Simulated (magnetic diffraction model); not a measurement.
# Cs2TiAgF6: what an assumed order does to the neutron pattern

Space group Fm-3m (no. 225), a = 9.2270 Å.

```
site  atom       x    y    z
  8c    Cs     1/4  1/4  3/4
  4b    Ag     1/2    0    0
  4a    Ti       0    0    0
 24e     F  0.2467    0    0
```

The compound is invented for this exercise: a known structure type with other elements, its cell scaled to their sizes and not relaxed.

Only Ti is taken to order (form factors of Ti3+); orders and moment sizes are assumed, and not adapted to the symmetry. Radiation: neutrons of λ = 2.36 Å, 3° to 90°; isotropic B of 0.28 Å² (Cs), 0.33 Å² (Ag), 0.35 Å² (Ti) and 0.48 Å² (F). Simulated constant-wavelength pattern: nuclear and magnetic terms add, the magnetic one as |2.695 fm × Σ f S⊥ exp(2πi Q·r) exp(−B s²)|², summed over all Q at one angle with the factor 1/(sin²θ cos θ). For collinear order S is the moment m, which repeats by lattice and centring translations R with the sign exp(−2πi k·R). Free-ion form factors, Sears's scattering lengths of 1992, no absorption; a label names one of the reflections at its angle. The strongest nuclear line in the range is 100, and lines under 0.2 are left out.

Assume the order k = (1/2 1/2 1/2), collinear moments along [100], 0.95 μB on Ti.

Q: Where does magnetic intensity appear, and how strong is it?

| 2θ (°) | index | nuclear | magnetic |
| --- | --- | --- | --- |
| 12.72 | (1/2 1/2 1/2) | 0.0 | 0.9 |
| 24.49 | (1/2 1/2 -3/2) | 0.0 | 0.6 |
| 25.59 | (1 1 1) | 15.8 | 0.0 |
| 29.64 | (2 0 0) | 1.0 | 0.0 |
| 32.37 | (3/2 3/2 -1/2) | 0.0 | 0.3 |
| 38.81 | (5/2 1/2 1/2) | 0.0 | 0.2 |
| 42.41 | (2 2 0) | 0.5 | 0.0 |
| 44.46 | (5/2 1/2 -3/2) | 0.0 | 0.2 |
| 50.19 | (3 1 1) | 16.9 | 0.0 |
| 52.59 | (2 2 2) | 100.0 | 0.0 |
| 61.53 | (4 0 0) | 72.6 | 0.0 |
| 67.76 | (3 3 1) | 12.6 | 0.0 |
| 69.77 | (4 2 0) | 0.8 | 0.0 |
| 77.59 | (4 2 2) | 0.4 | 0.0 |
| 83.29 | (5 1 1) | 9.1 | 0.0 |

The strongest magnetic line in the range is (1/2 1/2 1/2) at 12.72° (0.9). On top of the Lorentz factor, which all lines share, magnetic lines fade with angle because f falls: for Ti3+ it is 0.87, 0.59, 0.32 and 0.05 at sin θ/λ = 0.1, 0.2, 0.3 and 0.5 Å⁻¹, while nuclear lengths stay constant. The order has no net moment.

[Logs are printed without paths, hosts, clocks, repeated set-up lines and the standing remarks that a program may print on its own settings, such as how far it seeks lower states.]
